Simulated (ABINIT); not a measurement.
**Beyond one shot: Ba2CaMoO6 (Fm-3m)**

How far does self-consistency move the gap of Ba2CaMoO6 (Fm-3m)?

Method: LDA and many-body steps on it, plane waves, in ABINIT 10.8.3.

Report form: the programs' logs are mostly left out.

## Step 1: The structure

It takes space group Fm-3m (No. 225, cubic). Conventional cell: a = 8.380 Å, b = 8.380 Å, c = 8.380 Å, α = 90.00°, β = 90.00°, γ = 90.00°. Nearest to Ba lie 12 O at 2.97 Å. Nearest to Ca lie 6 O at 2.28 Å. Nearest to Mo lie 6 O at 1.91 Å. Nearest to O lie 1 Mo at 1.91 Å and 1 Ca at 2.28 Å and 4 Ba at 2.97 Å. Farther neighbours and most contacts between anions are not listed.

The cell and positions come from the Crystallography Open Database and are kept as given unless a step says otherwise. Spin-orbit coupling is left out unless a step names it.

## Step 2: Empty states on the mesh, 2×2×2 mesh, 239 bands

This step: ABINIT 10.8.3; DFT, LDA, plane waves, norm-conserving pseudopotentials.

The sums over transitions need many empty states on a uniform mesh; this step solves for them.

Input file run.abi:

```
acell 3*1.0 Angstrom
rprim 
  -0.000000000000 4.190056500000 4.190056500000
  4.190056500000 -0.000000000000 4.190056500000
  4.190056500000 4.190056500000 -0.000000000000
ntypat 4
znucl 56 20 42 8
natom 10
typat 1 1 2 3 4 4 4 4 4 4
xred 
  0.250000000000 0.250000000000 0.250000000000
  0.750000000000 0.750000000000 0.750000000000
  0.000000000000 0.000000000000 0.000000000000
  0.500000000000 0.500000000000 0.500000000000
  0.728140000000 0.271860000000 0.271860000000
  0.271860000000 0.728140000000 0.271860000000
  0.271860000000 0.728140000000 0.728140000000
  0.728140000000 0.271860000000 0.728140000000
  0.271860000000 0.271860000000 0.728140000000
  0.728140000000 0.728140000000 0.271860000000
pp_dirpath "pseudos"
pseudos "Ba.upf, Ca.upf, Mo.upf, O.upf"
ecut 36
ngkpt 2 2 2
nshiftk 1
shiftk 0 0 0
kptopt 1
chksymbreak 0
iscf -2
irdden 1
istwfk *1
nband 239
nbdbuf 20
tolwfr 1e-09
nstep 60
prtvol 0
indata_prefix "in"
outdata_prefix "out"
tmpdata_prefix "tmp"
```

On the command line:

```bash
$ OMP_NUM_THREADS=1 mpirun -n 8 abinit run.abi > log
```

It took 2.3 min on 8 MPI ranks of Arm Neoverse V1, shared host; peak memory 0.78 GiB.

This step gave:

```yaml
gap: 2.125 eV
k_of_the_valence_top: 0, 0, 0
k_of_the_conduction_bottom: 0.5, 0.5, 0
least_direct_gap: 2.190 eV
k_points_computed: 3
lowest_point_of_the_top_converged_band_above_the_valence_top: 56.5736 eV
```

On this mesh the gap is 2.125 eV.

The density comes from a self-consistent run that is not shown.

## Step 3: Screening, 2×2×2 mesh, 219 bands, screening to 130.6 eV

The RPA dielectric matrix is built and inverted for each q.

This step: RPA screening on LDA, plane waves, norm-conserving pseudopotentials.

run.abi: that of step 2 with these lines changed.

```diff
@@ -28,10 +28,11 @@
 chksymbreak 0
-iscf -2
-irdden 1
 istwfk *1
-nband 239
-nbdbuf 20
-tolwfr 1e-09
-nstep 60
-prtvol 0
+occopt 1
+irdwfk 1
+optdriver 3
+nband 219
+ecuteps 4.8
+inclvkb 2
+awtr 1
+symchi 1
 indata_prefix "in"
```

Elapsed: 65 s, on 8 MPI ranks; peak memory 4.1 GiB; 8.6 min of CPU time.

Numbers from this step:

* ε∞ with local fields, on this mesh, along the program's q direction: 5.282
* the same without local fields: 6.458
* plasma frequency: 27.38 eV
* plane waves in the screening matrix: 531

Local fields lower ε∞ by 18 %. On a Γ-centred mesh this coarse the value itself is usually too large, while a short band sum pulls it down.

## Step 4: G0W0

The self-energy is evaluated for the states that the input lists, and the levels follow from it, in one-shot runs by the linearised quasiparticle equation.

This step: G0W0 on LDA, plane waves, norm-conserving pseudopotentials.

run.abi: that of step 3 with these lines changed.

```diff
@@ -31,8 +31,17 @@
 irdwfk 1
-optdriver 3
+optdriver 4
 nband 219
+gwcalctyp 0
+ecutsigx 36
+symsigma 1
+nkptgw 2
+kptgw 
+  0.0000000000 0.0000000000 0.0000000000
+  0.5000000000 0.5000000000 0.0000000000
+bdgw 
+  38 43
+  38 43
 ecuteps 4.8
-inclvkb 2
-awtr 1
-symchi 1
+irdscr 1
+ppmodel 1
 indata_prefix "in"
```

It took 23 s on 8 MPI ranks; peak memory 3.1 GiB.

This step gave:

| Property | Result |
| --- | --- |
| G0W0 gap on the points computed | 3.706 eV |
| starting gap on the mesh | 2.125 eV |
| k of the valence top | 0, 0, 0 |
| k of the conduction bottom | 0.5, 0.5, 0 |
| Z at the valence top | 0.769 |
| Z at the conduction bottom | 0.814 |
| least direct G0W0 gap on the computed points | 3.778 eV |

The gap on the mesh goes from 2.13 eV to 3.71 eV, a correction of +1.58 eV.

## Step 5: evGW0, cycle 1

This step: evGW0 on LDA, plane waves, norm-conserving pseudopotentials.

run.abi: that of step 4 with these lines changed.

```diff
@@ -33,12 +33,14 @@
 nband 219
-gwcalctyp 0
+gwcalctyp 10
 ecutsigx 36
 symsigma 1
-nkptgw 2
+nkptgw 3
 kptgw 
   0.0000000000 0.0000000000 0.0000000000
+  0.5000000000 0.0000000000 0.0000000000
   0.5000000000 0.5000000000 0.0000000000
 bdgw 
-  38 43
-  38 43
+  23 52
+  23 52
+  23 52
 ecuteps 4.8
```

It took 2.4 min on 8 MPI ranks; peak memory 6.2 GiB.

Numbers from this step:

* quasiparticle gap on the points computed: 4.062 eV
* gap of the density functional on the mesh: 2.125 eV
* k of the valence top: 0, 0, 0
* k of the conduction bottom: 0.5, 0.5, 0
* Z at the valence top: 0.769
* Z at the conduction bottom: 0.814
* least direct quasiparticle gap on the computed points: 4.136 eV

Against G0W0 in ABINIT (2×2×2 mesh, 219 bands, screening to 130.6 eV, Godby-Needs plasmon pole), the gap moves by +0.356 eV. This first cycle still uses the starting levels; it takes the full correction, at all points of the mesh, and its linearised value is 3.706 eV.

## Step 6: evGW0, cycle 2

The corrected levels of the last cycle go back in.

run.abi: that of step 5 with these lines changed.

```diff
@@ -48,2 +48,3 @@
 ppmodel 1
+irdqps 1
 indata_prefix "in"
```

Elapsed: 2.4 min, on 8 MPI ranks; peak memory 6.2 GiB.

This step gave:

* quasiparticle gap on the points computed: 3.914 eV
* gap of the density functional on the mesh: 2.125 eV
* k of the valence top: 0, 0, 0
* k of the conduction bottom: 0.5, 0.5, 0
* least direct quasiparticle gap on the computed points: 3.986 eV

Against the cycle before, the gap moves by −0.148 eV.

## Step 7: evGW0, cycle 3

run.abi is that of step 6.

Wall time 2.4 min (8 MPI ranks); peak memory 6.2 GiB; 19 min of CPU time.

Numbers from this step:

| Property | Result |
| --- | --- |
| quasiparticle gap on the points computed | 3.921 eV |
| gap of the density functional on the mesh | 2.125 eV |
| k of the valence top | 0, 0, 0 |
| k of the conduction bottom | 0.5, 0.5, 0 |
| least direct quasiparticle gap on the computed points | 3.993 eV |

Against the cycle before, the gap moves by +0.007 eV.

## Step 8: Screening, 2×2×2 mesh, 219 bands, screening to 130.6 eV

This step: RPA screening on LDA, plane waves, norm-conserving pseudopotentials.

run.abi: that of step 7 with these lines changed.

```diff
@@ -31,20 +31,13 @@
 irdwfk 1
-optdriver 4
+optdriver 3
 nband 219
+ecuteps 4.8
+inclvkb 2
+awtr 1
+symchi 1
 gwcalctyp 10
-ecutsigx 36
-symsigma 1
-nkptgw 3
-kptgw 
-  0.0000000000 0.0000000000 0.0000000000
-  0.5000000000 0.0000000000 0.0000000000
-  0.5000000000 0.5000000000 0.0000000000
-bdgw 
-  23 52
-  23 52
-  23 52
-ecuteps 4.8
-irdscr 1
-ppmodel 1
-irdqps 1
+mbpt_sciss 1.853 eV
+nqptdm 1
+qptdm 
+  0 0 0
 indata_prefix "in"
```

The job ended after 47 s (8 MPI ranks; peak memory 4.1 GiB; 6.2 min of CPU time).

Numbers from this step:

- ε∞ with local fields, on this mesh, along the program's q direction: 4.385
- the same without local fields: 5.143
- plasma frequency: 27.38 eV
- plane waves in the screening matrix: 531

This screening uses the functional's bands under a rigid shift, the mean opening of the cycle before.

## Step 9: Screening, 2×2×2 mesh, 219 bands, screening to 130.6 eV

This step: RPA screening on LDA from quasiparticle energies, plane waves, norm-conserving pseudopotentials.

run.abi: that of step 8 with these lines changed.

```diff
@@ -37,7 +37,8 @@
 symchi 1
+irdqps 1
 gwcalctyp 10
-mbpt_sciss 1.853 eV
-nqptdm 1
+nqptdm 2
 qptdm 
-  0 0 0
+  0.5000000000 0.0000000000 0.0000000000
+  0.5000000000 0.5000000000 0.0000000000
 indata_prefix "in"
```

Input file mrgscr.stdin:

```
2
merged
q0_SCR
out_SCR
1
```

On the command line:

```bash
$ OMP_NUM_THREADS=1 mpirun -n 8 abinit run.abi > log; mrgscr < mrgscr.stdin
```

Run time: 23 s. Hardware: 8 MPI ranks; peak memory 3.3 GiB.

This step gave:

| Item | Value |
| --- | --- |
| plasma frequency | 27.38 eV |
| plane waves in the screening matrix | 531 |

This screening reads the quasiparticle levels of the cycle before.

## Step 10: evGW, cycle 1

This step: evGW on LDA, plane waves, norm-conserving pseudopotentials.

run.abi: that of step 9 with these lines changed.

```diff
@@ -31,14 +31,20 @@
 irdwfk 1
-optdriver 3
+optdriver 4
 nband 219
-ecuteps 4.8
-inclvkb 2
-awtr 1
-symchi 1
-irdqps 1
 gwcalctyp 10
-nqptdm 2
-qptdm 
+ecutsigx 36
+symsigma 1
+nkptgw 3
+kptgw 
+  0.0000000000 0.0000000000 0.0000000000
   0.5000000000 0.0000000000 0.0000000000
   0.5000000000 0.5000000000 0.0000000000
+bdgw 
+  23 52
+  23 52
+  23 52
+ecuteps 4.8
+irdscr 1
+ppmodel 1
+irdqps 1
 indata_prefix "in"
```

On the command line:

```bash
$ OMP_NUM_THREADS=1 mpirun -n 8 abinit run.abi > log
```

Elapsed: 2.4 min, on 8 MPI ranks; peak memory 6.2 GiB; 19 min of CPU time.

This step gave:

| Item | Value |
| --- | --- |
| quasiparticle gap on the points computed | 4.271 eV |
| gap of the density functional on the mesh | 2.125 eV |
| k of the valence top | 0, 0, 0 |
| k of the conduction bottom | 0.5, 0.5, 0 |
| least direct quasiparticle gap on the computed points | 4.341 eV |

Against G0W0 in ABINIT (2×2×2 mesh, 219 bands, screening to 130.6 eV, Godby-Needs plasmon pole), the gap moves by +0.565 eV.

## Step 11: Screening, 2×2×2 mesh, 219 bands, screening to 130.6 eV

This step: RPA screening on LDA, plane waves, norm-conserving pseudopotentials.

run.abi: that of step 10 with these lines changed.

```diff
@@ -31,20 +31,13 @@
 irdwfk 1
-optdriver 4
+optdriver 3
 nband 219
+ecuteps 4.8
+inclvkb 2
+awtr 1
+symchi 1
 gwcalctyp 10
-ecutsigx 36
-symsigma 1
-nkptgw 3
-kptgw 
-  0.0000000000 0.0000000000 0.0000000000
-  0.5000000000 0.0000000000 0.0000000000
-  0.5000000000 0.5000000000 0.0000000000
-bdgw 
-  23 52
-  23 52
-  23 52
-ecuteps 4.8
-irdscr 1
-ppmodel 1
-irdqps 1
+mbpt_sciss 2.196 eV
+nqptdm 1
+qptdm 
+  0 0 0
 indata_prefix "in"
```

It took 47 s on 8 MPI ranks; peak memory 4.1 GiB; 6.3 min of CPU time.

This step gave:

```yaml
eps_infinity_with_local_fields_on_this_mesh_along_the_program_s_q_direction: 4.266
the_same_without_local_fields: 4.977
plasma_frequency: 27.38 eV
plane_waves_in_the_screening_matrix: 531
```

This screening uses the functional's bands under a rigid shift, the mean opening of the cycle before.

## Step 12: Screening, 2×2×2 mesh, 219 bands, screening to 130.6 eV

This step: RPA screening on LDA from quasiparticle energies, plane waves, norm-conserving pseudopotentials.

run.abi: that of step 11 with these lines changed.

```diff
@@ -37,7 +37,8 @@
 symchi 1
+irdqps 1
 gwcalctyp 10
-mbpt_sciss 2.196 eV
-nqptdm 1
+nqptdm 2
 qptdm 
-  0 0 0
+  0.5000000000 0.0000000000 0.0000000000
+  0.5000000000 0.5000000000 0.0000000000
 indata_prefix "in"
```

mrgscr.stdin is that of step 9.

On the command line:

```bash
$ OMP_NUM_THREADS=1 mpirun -n 8 abinit run.abi > log; mrgscr < mrgscr.stdin
```

It took 23 s on 8 MPI ranks; peak memory 3.3 GiB; 3.1 min of CPU time.

Numbers from this step:

* plasma frequency: 27.38 eV
* plane waves in the screening matrix: 531

This screening reads the quasiparticle levels of the cycle before.

## Step 13: evGW, cycle 2

This step: evGW on LDA, plane waves, norm-conserving pseudopotentials.

run.abi: that of step 12 with these lines changed.

```diff
@@ -31,14 +31,20 @@
 irdwfk 1
-optdriver 3
+optdriver 4
 nband 219
-ecuteps 4.8
-inclvkb 2
-awtr 1
-symchi 1
-irdqps 1
 gwcalctyp 10
-nqptdm 2
-qptdm 
+ecutsigx 36
+symsigma 1
+nkptgw 3
+kptgw 
+  0.0000000000 0.0000000000 0.0000000000
   0.5000000000 0.0000000000 0.0000000000
   0.5000000000 0.5000000000 0.0000000000
+bdgw 
+  23 52
+  23 52
+  23 52
+ecuteps 4.8
+irdscr 1
+ppmodel 1
+irdqps 1
 indata_prefix "in"
```

On the command line:

```bash
$ OMP_NUM_THREADS=1 mpirun -n 8 abinit run.abi > log
```

Elapsed: 2.4 min, on 8 MPI ranks; peak memory 6.2 GiB.

Numbers from this step:

* quasiparticle gap on the points computed: 4.307 eV
* gap of the density functional on the mesh: 2.125 eV
* k of the valence top: 0, 0, 0
* k of the conduction bottom: 0.5, 0.5, 0
* least direct quasiparticle gap on the computed points: 4.378 eV

Against the cycle before, the gap moves by +0.036 eV.

## Step 14: Screening, 2×2×2 mesh, 219 bands, screening to 130.6 eV

This step: RPA screening on LDA, plane waves, norm-conserving pseudopotentials.

run.abi: that of step 13 with these lines changed.

```diff
@@ -31,20 +31,13 @@
 irdwfk 1
-optdriver 4
+optdriver 3
 nband 219
+ecuteps 4.8
+inclvkb 2
+awtr 1
+symchi 1
 gwcalctyp 10
-ecutsigx 36
-symsigma 1
-nkptgw 3
-kptgw 
-  0.0000000000 0.0000000000 0.0000000000
-  0.5000000000 0.0000000000 0.0000000000
-  0.5000000000 0.5000000000 0.0000000000
-bdgw 
-  23 52
-  23 52
-  23 52
-ecuteps 4.8
-irdscr 1
-ppmodel 1
-irdqps 1
+mbpt_sciss 2.230 eV
+nqptdm 1
+qptdm 
+  0 0 0
 indata_prefix "in"
```

The job ended after 47 s (8 MPI ranks; peak memory 4.1 GiB; 6.2 min of CPU time).

Numbers from this step:

| Item | Value |
| --- | --- |
| ε∞ with local fields, on this mesh, along the program's q direction | 4.255 |
| the same without local fields | 4.962 |
| plasma frequency | 27.38 eV |
| plane waves in the screening matrix | 531 |

This screening uses the functional's bands under a rigid shift, the mean opening of the cycle before.

## Step 15: Screening, 2×2×2 mesh, 219 bands, screening to 130.6 eV

This step: RPA screening on LDA from quasiparticle energies, plane waves, norm-conserving pseudopotentials.

run.abi: that of step 14 with these lines changed.

```diff
@@ -37,7 +37,8 @@
 symchi 1
+irdqps 1
 gwcalctyp 10
-mbpt_sciss 2.230 eV
-nqptdm 1
+nqptdm 2
 qptdm 
-  0 0 0
+  0.5000000000 0.0000000000 0.0000000000
+  0.5000000000 0.5000000000 0.0000000000
 indata_prefix "in"
```

mrgscr.stdin is that of step 12.

On the command line:

```bash
$ OMP_NUM_THREADS=1 mpirun -n 8 abinit run.abi > log; mrgscr < mrgscr.stdin
```

Run time: 23 s. Hardware: 8 MPI ranks; peak memory 3.3 GiB.

Numbers from this step:

```yaml
plasma_frequency: 27.38 eV
plane_waves_in_the_screening_matrix: 531
```

This screening reads the quasiparticle levels of the cycle before.

## Step 16: evGW, cycle 3

This step: evGW on LDA, plane waves, norm-conserving pseudopotentials.

run.abi: that of step 15 with these lines changed.

```diff
@@ -31,14 +31,20 @@
 irdwfk 1
-optdriver 3
+optdriver 4
 nband 219
-ecuteps 4.8
-inclvkb 2
-awtr 1
-symchi 1
-irdqps 1
 gwcalctyp 10
-nqptdm 2
-qptdm 
+ecutsigx 36
+symsigma 1
+nkptgw 3
+kptgw 
+  0.0000000000 0.0000000000 0.0000000000
   0.5000000000 0.0000000000 0.0000000000
   0.5000000000 0.5000000000 0.0000000000
+bdgw 
+  23 52
+  23 52
+  23 52
+ecuteps 4.8
+irdscr 1
+ppmodel 1
+irdqps 1
 indata_prefix "in"
```

On the command line:

```bash
$ OMP_NUM_THREADS=1 mpirun -n 8 abinit run.abi > log
```

The job ended after 2.4 min (8 MPI ranks; peak memory 6.2 GiB).

Numbers from this step:

```
quasiparticle gap on the points computed              : 4.308 eV
gap of the density functional on the mesh             : 2.125 eV
k of the valence top                                  : 0, 0, 0
k of the conduction bottom                            : 0.5, 0.5, 0
least direct quasiparticle gap on the computed points : 4.378 eV
```

Against the cycle before, the gap moves by +0.001 eV.

## Step 17: The runs together

Times are wall times on 8 MPI ranks of Arm Neoverse V1, shared host, good to a factor of about two. A run's time includes the screening step that it read.

```
           run   mesh  bands  screening cutoff (eV)  DFT gap (eV)  gap on the mesh (eV)  direct (eV)  ε∞ used     time
          G0W0  2×2×2    219                  130.6         2.125                 3.706        3.778     5.28     87 s
evGW0, cycle 1  2×2×2    219                  130.6         2.125                 4.062        4.136     5.28  3.4 min
evGW0, cycle 2  2×2×2    219                  130.6         2.125                 3.914        3.986     5.28  3.4 min
evGW0, cycle 3  2×2×2    219                  130.6         2.125                 3.921        3.993     5.28  3.4 min
 evGW, cycle 1  2×2×2    219                  130.6         2.125                 4.271        4.341     4.38  3.5 min
 evGW, cycle 2  2×2×2    219                  130.6         2.125                 4.307        4.378     4.27  3.5 min
 evGW, cycle 3  2×2×2    219                  130.6         2.125                 4.308        4.378     4.25  3.5 min
```

## Step 18: What came out

```json
{
 "G0W0": "3.706 eV",
 "evGW0, cycle 1": "4.062 eV",
 "evGW0, cycle 2": "3.914 eV",
 "evGW0, cycle 3": "3.921 eV",
 "evGW, cycle 1": "4.271 eV",
 "evGW, cycle 2": "4.307 eV",
 "evGW, cycle 3": "4.308 eV",
 "known limits": "not at the basis limit; no spin-orbit coupling; coarse k mesh"
}
```

Only the bands that the input lists are updated; the others, empty or deep, keep the functional's energies or take a rigid shift. The evGW loop starts from the last levels of evGW0, so its cycles and time come on top of those. evGW0 ends at 3.92 eV, +0.21 eV from G0W0, after 3 cycles that took 7.1 min beside the first screening; the last moved the gap by 0.007 eV. evGW ends at 4.31 eV, +0.60 eV from G0W0, after 3 cycles that took 11 min beside the first screening; the last moved the gap by 0.001 eV. The first cycle of evGW0 takes the full correction, without the factor Z, so it overshoots the one-shot value. Bands and cutoff are finite, so the gap is not at the basis limit. The miss can reach some tenths of an eV and take either sign; the mesh is an error of its own. In the G0W0 runs levels were corrected at 2 k points alone, so a gap called «on the mesh» is the least over those, and an edge elsewhere would be missed. The 2×2×2 mesh is coarse for this cell, which bears on the long-range parts of exchange and screening. In the updated screening the q = 0 part is built from Kohn-Sham bands under a rigid shift, the other q from the quasiparticle levels. The many-body steps are scalar-relativistic: spin-orbit coupling is not in them.

[Paths, hosts, dates, memory and timing lines, banners, echoed tables and standing remarks are left out of the program output.]

[Logs are printed without paths, hosts, clocks, repeated set-up lines and the standing remarks that a program may print on its own settings, such as how far it seeks lower states.]

[Runs of the session that timed out or met a known fault of the program may be left out.]

[Hosts, paths, dates, database ids (printed as entryN), source tags and the programs' standing remarks are cut or masked in the printed files.]

[G0W0 gaps are taken among the corrected bands and points alone; a level outside them can change the order at an edge.]

[Where Ansatz stands beside ABINIT at settings called matched, ABINIT's density can come from a denser mesh and the files from another edition; pairs whose starting gaps differed by over 0.03 eV were left out, so agreement reads better than it is.]
